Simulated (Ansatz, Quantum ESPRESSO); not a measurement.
# Zr(0001), 4 layers, one monolayer of Se on hcp sites: vacuum level and surface dipole, part 3 of 6

How much energy does it take to lift an electron out of Zr(0001), 4 layers, one monolayer of Se on hcp sites, and how far do the settings matter?

Quantum ESPRESSO 7.5; plane-wave DFT, PBE, GBRV ultrasoft pseudopotentials; geometry and cross-check by Ansatz 0.2.0 with PAW datasets.

So far. Step 3 (Ground state): The run needed 25 iterations to bring the estimated error under 1e-07 Ry; the largest force on any atom, held or free, is 0.49 eV/Å. Step 4 (Potential by pp.x): The vacuum is flat to 1.0 meV/Å, so its level is well defined. Inside the slab the curve depends on the local part of the pseudopotentials; only the vacuum level has a meaning of its own.

### Step 5. Density by pp.x

The density shows how far the electrons spill into the vacuum.

Contents of rho.in:

```
&inputpp
  prefix = 'scf'
  outdir = './out'
  filplot = 'rho.dat'
  plot_num = 0
/
```

Command:

```console
OMP_NUM_THREADS=1 mpirun -n 4 pp.x -in rho.in > rho.out
```

The log of the run:

```text
[banner, memory and clock lines left out]
Program POST-PROC v.7.5 starts

          URL

     ./out/scf.save/

     IMPORTANT: XC functional enforced from input :
     Exchange-correlation= PBE
                           (   1   4   3   4   0   0   0)
     Any further DFT definition will be discarded
     Please, verify this is what you really want

     negative rho (up, down):  2.353E-01 0.000E+00

     Adding external electric field

     Computed dipole along edir(3) :
        Dipole               -0.1230 Ry au,         -0.3125 Debye
        Dipole field         -0.0009 Ry au,

        Potential amp.        0.0920 Ry
        Total length         48.4703 bohr

     Calling punch_plot, plot_num =   0
     Writing data to file  rho.dat
     Message from routine chdens:
     namelist plot not found or invalid, exiting
```

Wall time 0.98 s (4 MPI ranks of Arm Neoverse V2, shared host); peak memory 0.1 GiB.

Read from the output:

| Item | Value |
| --- | --- |
| electrons by integration | 54.00 e |

The valence density, planar mean oscillates, so the rows of the table below give means over windows of 2.23 Å about each position, cut where the curve ends. Its maxima inside the range that stand out by 2 % of the span (Å: e/Å³): 8.1: 0.894, 8.5: 0.896, 10.7: 0.895, 11.1: 0.890, 13.4: 0.893, 13.7: 0.897, 15.9: 0.893, 16.4: 0.888, 18.0: 0.397. Its minima: 8.3: 0.873, 9.6: 0.175, 10.9: 0.868, 12.2: 0.161, 13.5: 0.874, 14.8: 0.170, 16.1: 0.861, 17.1: 0.311.

Mean over planes. The valence density, planar mean by z; means over each step:

```
z (Å)  valence density, planar mean (e/Å³)
 3.34                               7.9e-5
 5.57                              0.00894
 7.80                                0.508
10.03                                0.486
12.26                                0.432
14.49                                0.466
16.72                                0.588
18.95                                0.190
21.18                              0.00101
23.41                               1.4e-6
```

Valence density in the ca plane at fractional y = 0.667, with atoms of Zr and Se within 0.2 Å of it. It is the smooth field of the valence electrons, not physical close to the nuclei.

Ten steps, logarithmic in the rise over the least value, from '0' (-0.5 e/Å³) to '9' (3.8 e/Å³), each cell a mean:
```
66666666666788766666666777766555555555555555
86666666667999976666667777776555555555555555
86666666668908976666667778676555555555555555
76666666667999866666666777776555555555555555
66666666666788766666666677766555555555555555
66666766666666666667666666665555555555555555
66667776666666666667766666655555555555555555
66666666666666666666666666665555555555555555
```
Columns run along c (16.0 Å, from fractional 0.34 to 0.94 of the cell), rows up along a (3.2 Å). Atoms in or near the plane, at fractional coordinates: Zr at (0.51, 0.67), Se at (0.68, 0.67).

The density integrates to 54.000 electrons, as the 54 of the input ask.

### Step 6. Projected density of states

projwfc.x splits the states by atom and orbital; the spilling says how much the atomic basis misses.

Contents of pdos.in:

```
&projwfc
  prefix = 'scf'
  outdir = './out'
  filpdos = 'pdos'
  Emin = -4.455
  Emax = 7.545
  DeltaE = 0.1
  ngauss = 0
  degauss = 0.01
/
```

Command:

```console
OMP_NUM_THREADS=1 mpirun -n 4 projwfc.x -in pdos.in > pdos.out
```

The log of the run:

```text
[banner, memory and clock lines left out]
Program PROJWFC v.7.5 starts

          URL

     ./out/scf.save/

     IMPORTANT: XC functional enforced from input :
     Exchange-correlation= PBE
                           (   1   4   3   4   0   0   0)
     Any further DFT definition will be discarded
     Please, verify this is what you really want

     negative rho (up, down):  2.353E-01 0.000E+00

     Adding external electric field

     Computed dipole along edir(3) :
        Dipole               -0.1230 Ry au,         -0.3125 Debye
        Dipole field         -0.0009 Ry au,

        Potential amp.        0.0920 Ry
        Total length         48.4703 bohr

     Gaussian broadening (read from input): ngauss,degauss=   0    0.010000

     Calling projwave ....
     one sub-group per band group will be used

     linear algebra parallelized on   4 procs

  Problem Sizes
  natomwfc =           56
  nx       =           28
  nbnd     =           32
  nkstot   =           74
  npwx     =         1833
  nkb      =           90

     Atomic states used for projection
     (read from pseudopotential files):

     state #   1: atom   1 (Zr ), wfc  1 (l=0 m= 1)
     state #   2: atom   1 (Zr ), wfc  2 (l=1 m= 1)
     state #   3: atom   1 (Zr ), wfc  2 (l=1 m= 2)
     state #   4: atom   1 (Zr ), wfc  2 (l=1 m= 3)
     state #   5: atom   1 (Zr ), wfc  3 (l=2 m= 1)
     state #   6: atom   1 (Zr ), wfc  3 (l=2 m= 2)
     state #   7: atom   1 (Zr ), wfc  3 (l=2 m= 3)
     state #   8: atom   1 (Zr ), wfc  3 (l=2 m= 4)
     state #   9: atom   1 (Zr ), wfc  3 (l=2 m= 5)
     state #  10: atom   1 (Zr ), wfc  4 (l=0 m= 1)
     state #  11: atom   1 (Zr ), wfc  5 (l=1 m= 1)
     state #  12: atom   1 (Zr ), wfc  5 (l=1 m= 2)
     state #  13: atom   1 (Zr ), wfc  5 (l=1 m= 3)
     state #  14: atom   2 (Zr ), wfc  1 (l=0 m= 1)
     state #  15: atom   2 (Zr ), wfc  2 (l=1 m= 1)
     state #  16: atom   2 (Zr ), wfc  2 (l=1 m= 2)
     state #  17: atom   2 (Zr ), wfc  2 (l=1 m= 3)
     state #  18: atom   2 (Zr ), wfc  3 (l=2 m= 1)
     state #  19: atom   2 (Zr ), wfc  3 (l=2 m= 2)
     state #  20: atom   2 (Zr ), wfc  3 (l=2 m= 3)
     state #  21: atom   2 (Zr ), wfc  3 (l=2 m= 4)
     state #  22: atom   2 (Zr ), wfc  3 (l=2 m= 5)
     state #  23: atom   2 (Zr ), wfc  4 (l=0 m= 1)
     state #  24: atom   2 (Zr ), wfc  5 (l=1 m= 1)
     state #  25: atom   2 (Zr ), wfc  5 (l=1 m= 2)
     state #  26: atom   2 (Zr ), wfc  5 (l=1 m= 3)
     state #  27: atom   3 (Zr ), wfc  1 (l=0 m= 1)
     state #  28: atom   3 (Zr ), wfc  2 (l=1 m= 1)
     state #  29: atom   3 (Zr ), wfc  2 (l=1 m= 2)
     state #  30: atom   3 (Zr ), wfc  2 (l=1 m= 3)
     state #  31: atom   3 (Zr ), wfc  3 (l=2 m= 1)
     state #  32: atom   3 (Zr ), wfc  3 (l=2 m= 2)
     state #  33: atom   3 (Zr ), wfc  3 (l=2 m= 3)
     state #  34: atom   3 (Zr ), wfc  3 (l=2 m= 4)
     state #  35: atom   3 (Zr ), wfc  3 (l=2 m= 5)
     state #  36: atom   3 (Zr ), wfc  4 (l=0 m= 1)
     state #  37: atom   3 (Zr ), wfc  5 (l=1 m= 1)
     state #  38: atom   3 (Zr ), wfc  5 (l=1 m= 2)
     state #  39: atom   3 (Zr ), wfc  5 (l=1 m= 3)
     state #  40: atom   4 (Zr ), wfc  1 (l=0 m= 1)
     state #  41: atom   4 (Zr ), wfc  2 (l=1 m= 1)
     state #  42: atom   4 (Zr ), wfc  2 (l=1 m= 2)
     state #  43: atom   4 (Zr ), wfc  2 (l=1 m= 3)
     state #  44: atom   4 (Zr ), wfc  3 (l=2 m= 1)
     state #  45: atom   4 (Zr ), wfc  3 (l=2 m= 2)
     state #  46: atom   4 (Zr ), wfc  3 (l=2 m= 3)
     state #  47: atom   4 (Zr ), wfc  3 (l=2 m= 4)
     state #  48: atom   4 (Zr ), wfc  3 (l=2 m= 5)
     state #  49: atom   4 (Zr ), wfc  4 (l=0 m= 1)
     state #  50: atom   4 (Zr ), wfc  5 (l=1 m= 1)
     state #  51: atom   4 (Zr ), wfc  5 (l=1 m= 2)
     state #  52: atom   4 (Zr ), wfc  5 (l=1 m= 3)
     state #  53: atom   5 (Se ), wfc  1 (l=0 m= 1)
     state #  54: atom   5 (Se ), wfc  2 (l=1 m= 1)
     state #  55: atom   5 (Se ), wfc  2 (l=1 m= 2)
     state #  56: atom   5 (Se ), wfc  2 (l=1 m= 3)

[... projections of each state ...]
Lowdin Charges:

     Atom #   1: total charge =  11.9753, s =  2.3562,
     Atom #   1: total charge =  11.9753, p =  6.7430, pz=  2.2121, px=  2.2655, py=  2.2655,
     Atom #   1: total charge =  11.9753, d =  2.8760, dz2=  0.5141, dxz=  0.5488, dyz=  0.5488, dx2-y2=  0.6322, dxy=  0.6322,
     Atom #   2: total charge =  12.0037, s =  2.2641,
     Atom #   2: total charge =  12.0037, p =  6.8238, pz=  2.2691, px=  2.2774, py=  2.2774,
     Atom #   2: total charge =  12.0037, d =  2.9158, dz2=  0.6205, dxz=  0.5498, dyz=  0.5498, dx2-y2=  0.5978, dxy=  0.5978,
     Atom #   3: total charge =  12.0292, s =  2.2715,
     Atom #   3: total charge =  12.0292, p =  6.8455, pz=  2.2671, px=  2.2892, py=  2.2892,
     Atom #   3: total charge =  12.0292, d =  2.9122, dz2=  0.6612, dxz=  0.5245, dyz=  0.5245, dx2-y2=  0.6010, dxy=  0.6010,
     Atom #   4: total charge =  12.2073, s =  2.2675,
     Atom #   4: total charge =  12.2073, p =  6.9573, pz=  2.3457, px=  2.3058, py=  2.3058,
     Atom #   4: total charge =  12.2073, d =  2.9824, dz2=  0.5657, dxz=  0.6193, dyz=  0.6193, dx2-y2=  0.5891, dxy=  0.5891,
     Atom #   5: total charge =   5.7039, s =  1.6439,
     Atom #   5: total charge =   5.7039, p =  4.0600, pz=  1.4785, px=  1.2908, py=  1.2908,
     Atom #   5: total charge =   5.7039, d =  0.0000, dz2=  0.0000, dxz=  0.0000, dyz=  0.0000, dx2-y2=  0.0000, dxy=  0.0000,
     Spilling Parameter:   0.0015
```

Run time: 2.7 s. Hardware: 4 MPI ranks; peak memory 0.21 GiB.

Numbers from this step:

```
spilling of the projection : 0.0015
```

Projected DOS an atom over height of the atomic layer and energy from the Fermi level. Columns are the atomic layers from the bottom up.

Ten even steps from '_' (0.00 states/eV) to '@' (2.38 states/eV), each cell a mean:
```
@@++++==..
@@==++++--
##==****--
++++++==--
****##++--
----++--::
==++==....
==++==--==
::--::--++
......::==
__......::
______..::
______..==
______..::
__________
__________
__________
__________
__________
__________
__________
__________
```
Columns: height of the atomic layer (Å) from 8.3 to 18.1 (not evenly spaced); rows upwards: energy from the Fermi level (eV) from -8.00 to 0.600.

The atomic orbitals miss 0.1 % of the occupied states; for empty states the projections can miss much more.

### Step 7. SCF with pw.x: open boundaries by the effective screening medium

The effective screening medium with bc1 puts vacuum on both sides and removes the images along the normal. The slab must sit about z = 0, symmetry is kept, and the .esm1 file holds the planar potential.

Contents of esm.in:

```
&control
  prefix = 'esm'
  outdir = './out'
  pseudo_dir = './pseudo'
  calculation = 'scf'
  tprnfor = .true.
/
&system
  ibrav = 0
  nat = 5
  ntyp = 2
  ecutwfc = 40
  ecutrho = 200
  occupations = 'smearing'
  smearing = 'mv'
  degauss = 0.02
  assume_isolated = 'esm'
  esm_bc = 'bc1'
/
&electrons
  conv_thr = 1e-07
  mixing_beta = 0.4
  electron_maxstep = 120
  mixing_mode = 'local-TF'
/
ATOMIC_SPECIES
  Zr  91.2240  zr_pbe_v1.uspp.F.UPF
  Se  78.9710  se_pbe_v1.uspp.F.UPF
CELL_PARAMETERS angstrom
  3.22999999998630 0.00000000000000 0.00000000000000
  1.61499999999315 2.79726205421187 0.00000000000000
  0.00000000000000 0.00000000000000 26.71808500000000
ATOMIC_POSITIONS crystal
  Zr  0.666666666667 0.666666666667 -0.182845471314
  Zr  -0.000000000000 -0.000000000000 -0.086555074714
  Zr  0.666666666667 0.666666666667 0.012342633780
  Zr  -0.000000000000 -0.000000000000 0.108899398665
  Se  0.666666666667 0.666666666667 0.182845471314
K_POINTS automatic
  12 12 1 0 0 0
```

Command:

```console
OMP_NUM_THREADS=1 mpirun -n 4 pw.x -nk 4 -in esm.in > esm.out
```

The log of the run:

```text
[banner, memory and clock lines left out]
Program PWSCF v.7.5 starts
[citation notice left out]

[...]
Message from routine setup:
[...]
bravais-lattice index     =            0
     lattice parameter (alat)  =       6.1038  a.u.
     unit-cell volume          =    1629.0620 (a.u.)^3
     number of atoms/cell      =            5
     number of atomic types    =            2
     number of electrons       =        54.00
     number of Kohn-Sham states=           32
     kinetic-energy cutoff     =      40.0000  Ry
     charge density cutoff     =     200.0000  Ry
     scf convergence threshold =      1.0E-07
     mixing beta               =       0.4000
     number of iterations used =            8  local-TF  mixing
     Exchange-correlation= SLA  PW   PBE  PBE
                           (   1   4   3   4   0   0   0)

     Effective Screening Medium Method
     Boundary Conditions: Vacuum-Slab-Vacuum
     total charge in unit cell        =   0.0000
     grid points for fit at edges     =        4

[...]
PseudoPot. # 1 for Zr read from file:
     ./pseudo/zr_pbe_v1.uspp.F.UPF
     Pseudo is Ultrasoft + core correction, Zval = 12.0
     Generated by new atomic code, or converted to UPF format
     Using radial grid of  887 points,  6 beta functions with:
                l(1) =   0
                l(2) =   0
                l(3) =   1
                l(4) =   1
                l(5) =   2
                l(6) =   2
     Q(r) pseudized with  6 coefficients,  rinner =    1.200   1.200   1.200
                                                       1.200   1.200

     PseudoPot. # 2 for Se read from file:
     ./pseudo/se_pbe_v1.uspp.F.UPF
     Pseudo is Ultrasoft + core correction, Zval =  6.0
     Generated by new atomic code, or converted to UPF format
     Using radial grid of  877 points,  6 beta functions with:
                l(1) =   0
                l(2) =   0
                l(3) =   1
                l(4) =   1
                l(5) =   2
                l(6) =   2
     Q(r) pseudized with  8 coefficients,  rinner =    1.300   1.300   1.300
                                                       1.300   1.300

     atomic species   valence    mass     pseudopotential
     Zr               12.00    91.22400     Zr( 1.00)
     Se                6.00    78.97100     Se( 1.00)

      6 Sym. Ops. (no inversion) found

[...]
number of k points=    19  Marzari-Vanderbilt smearing, width (Ry)=  0.0200
[...]
Dense  grid:    77813 G-vectors     FFT dimensions: (  27,  27, 240)

     Smooth grid:    55835 G-vectors     FFT dimensions: (  25,  25, 216)

     Initial potential from superposition of free atoms

     starting charge      53.9913, renormalised to      54.0000

     negative rho (up, down):  2.430E-01 0.000E+00
     Starting wfcs are   56 randomized atomic wfcs

     per-process dynamical memory:    68.5 Mb

     Self-consistent Calculation

     iteration #  1     ecut=    40.00 Ry     beta= 0.40
     Davidson diagonalization with overlap
     ethr =  1.00E-02,  avg # of iterations =  1.0

     negative rho (up, down):  2.427E-01 0.000E+00

     total energy              =    -440.12191311 Ry
     estimated scf accuracy    <       2.87431871 Ry

     iteration #  2     ecut=    40.00 Ry     beta= 0.40
[...]
negative rho (up, down):  2.431E-01 0.000E+00

[...]
total energy              =    -440.13272922 Ry
     estimated scf accuracy    <       0.70723057 Ry

     iteration #  3     ecut=    40.00 Ry     beta= 0.40
[...]
negative rho (up, down):  2.431E-01 0.000E+00

[...]
total energy              =    -440.16343655 Ry
     estimated scf accuracy    <       0.26976292 Ry

     iteration #  4     ecut=    40.00 Ry     beta= 0.40
[...]
negative rho (up, down):  2.435E-01 0.000E+00

[...]
total energy              =    -440.20131756 Ry
     estimated scf accuracy    <       0.18444542 Ry

     iteration #  5     ecut=    40.00 Ry     beta= 0.40
[...]
negative rho (up, down):  2.455E-01 0.000E+00

[...]
total energy              =    -440.17355411 Ry
     estimated scf accuracy    <       0.15076020 Ry

     iteration #  6     ecut=    40.00 Ry     beta= 0.40
[...]
c_bands:  1 eigenvalues not converged
[...]
negative rho (up, down):  2.455E-01 0.000E+00

[...]
total energy              =    -440.22404344 Ry
     estimated scf accuracy    <       0.95744043 Ry

[...]
iteration # 36     ecut=    40.00 Ry     beta= 0.40
[...]
negative rho (up, down):  2.476E-01 0.000E+00

[...]
total energy              =    -440.22151856 Ry
     estimated scf accuracy    <       0.00000054 Ry

     iteration # 37     ecut=    40.00 Ry     beta= 0.40
[...]
negative rho (up, down):  2.476E-01 0.000E+00

[...]
total energy              =    -440.22152634 Ry
     estimated scf accuracy    <       0.00000029 Ry

     iteration # 38     ecut=    40.00 Ry     beta= 0.40
[...]
negative rho (up, down):  2.476E-01 0.000E+00

[...]
total energy              =    -440.22153381 Ry
     estimated scf accuracy    <       0.00000021 Ry

     iteration # 39     ecut=    40.00 Ry     beta= 0.40
[...]
negative rho (up, down):  2.476E-01 0.000E+00

[...]
End of self-consistent calculation

          k = 0.0000 0.0000 0.0000 (  6965 PWs)   bands (ev):

   -53.8652 -53.5410 -53.4557 -53.3296 -32.1173 -31.8114 -31.4969 -31.4969
   -31.4827 -31.2087 -31.2087 -31.1863 -31.1283 -31.1283 -31.0366 -31.0366
   -18.3464 -10.0536  -9.4337  -8.6017  -7.8952  -5.9289  -4.9192  -4.6147
    -4.6147  -4.4215  -4.1959  -3.9527  -3.9519  -3.9390  -3.8356  -3.8350

          k = 0.0000 0.0962 0.0000 (  6947 PWs)   bands (ev):

   -53.8594 -53.5349 -53.4502 -53.3245 -32.1044 -31.8020 -31.5538 -31.5081
   -31.4751 -31.2551 -31.2204 -31.2077 -31.1528 -31.1394 -31.0798 -31.0460
   -18.2612  -9.8682  -9.2657  -8.4380  -7.7153  -5.9675  -5.1058  -4.8830
    -4.5813  -4.4691  -4.4050  -4.2239  -3.9751  -3.8456  -3.7944  -3.6906

[...]
the Fermi energy is    -4.8304 ev

!    total energy              =    -440.22155755 Ry
     estimated scf accuracy    <       0.00000004 Ry
     smearing contrib. (-TS)   =       0.00041301 Ry
     internal energy E=F+TS    =    -440.22197055 Ry

     The total energy is F=E-TS. E is the sum of the following terms:
     one-electron contribution =    8205.47750466 Ry
     hartree contribution      =   -4116.77500679 Ry
     xc contribution           =    -100.73555817 Ry
     ewald contribution        =   -4428.18891026 Ry

     convergence has been achieved in  39 iterations

     negative rho (up, down):  2.476E-01 0.000E+00

     Forces acting on atoms (cartesian axes, Ry/au):

     atom    1 type  1   force =    -0.00000000   -0.00000000    0.01893345
     atom    2 type  1   force =    -0.00000000   -0.00000000   -0.01907188
     atom    3 type  1   force =     0.00000000    0.00000000    0.00069072
     atom    4 type  1   force =     0.00000000    0.00000000   -0.00255309
     atom    5 type  2   force =     0.00000000    0.00000000    0.00212597

     Total force =     0.027087     Total SCF correction =     0.000706

[...]
```

It took 1.7 min on 4 MPI ranks; peak memory 0.64 GiB; 6.9 min of CPU time.

This step gave:

```
free energy                                                    : -5989.5194 eV
Fermi energy                                                   : -4.830 eV
vacuum line at the lower end of the cell, over the Fermi level : 4.190 eV
vacuum line at the upper end of the cell, over the Fermi level : 5.471 eV
```

The potential energy, planar mean oscillates, so the rows of the table below give means over windows of 2.56 Å about each position, cut where the curve ends. Its maxima inside the range that stand out by 2 % of the span (Å: eV): -3.6: -0.107, -1.0: 0.0298, 1.7: -0.0924, 4.0: -2.46. Its minima: -4.9: -26.8, -2.3: -26.6, 0.3: -26.5, 2.9: -26.7, 4.9: -16.6.

Electrostatic potential energy of an electron; zero at the Fermi level. The potential energy, planar mean by z; means over each step:

z (Å), potential energy, planar mean (eV) and a bar from the least value:
```
   -12.08        4.2 ############################
    -9.52        4.2 ############################
    -6.96        2.4 #########################
    -4.40      -11.1 ##
    -1.84      -10.9 ##
     0.72      -10.9 ##
     3.28      -12.3 
     5.84       -2.3 #################
     8.40        5.5 ##############################
    10.96        5.5 ##############################
```

The vacuum levels are read from the outermost 0.7 Å of the cell on either side.

The run needed 39 iterations to bring the estimated error under 1e-07 Ry; the largest force on any atom, held or free, is 0.49 eV/Å.

The upper level is 5.471 eV against 5.485 eV from the periodic run.

[end of part 3 of 6]

[Logs are printed without paths, hosts, clocks, repeated set-up lines and the standing remarks that a program may print on its own settings, such as how far it seeks lower states.]

[Hosts, paths, dates, database ids (printed as entryN), source tags and the programs' standing remarks are cut or masked in the printed files.]

[Maps of the electrostatic potential energy from Ansatz leave out the sawtooth potential of an applied field or a dipole correction, so their vacuum need not be flat; planar profiles and work functions include it.]
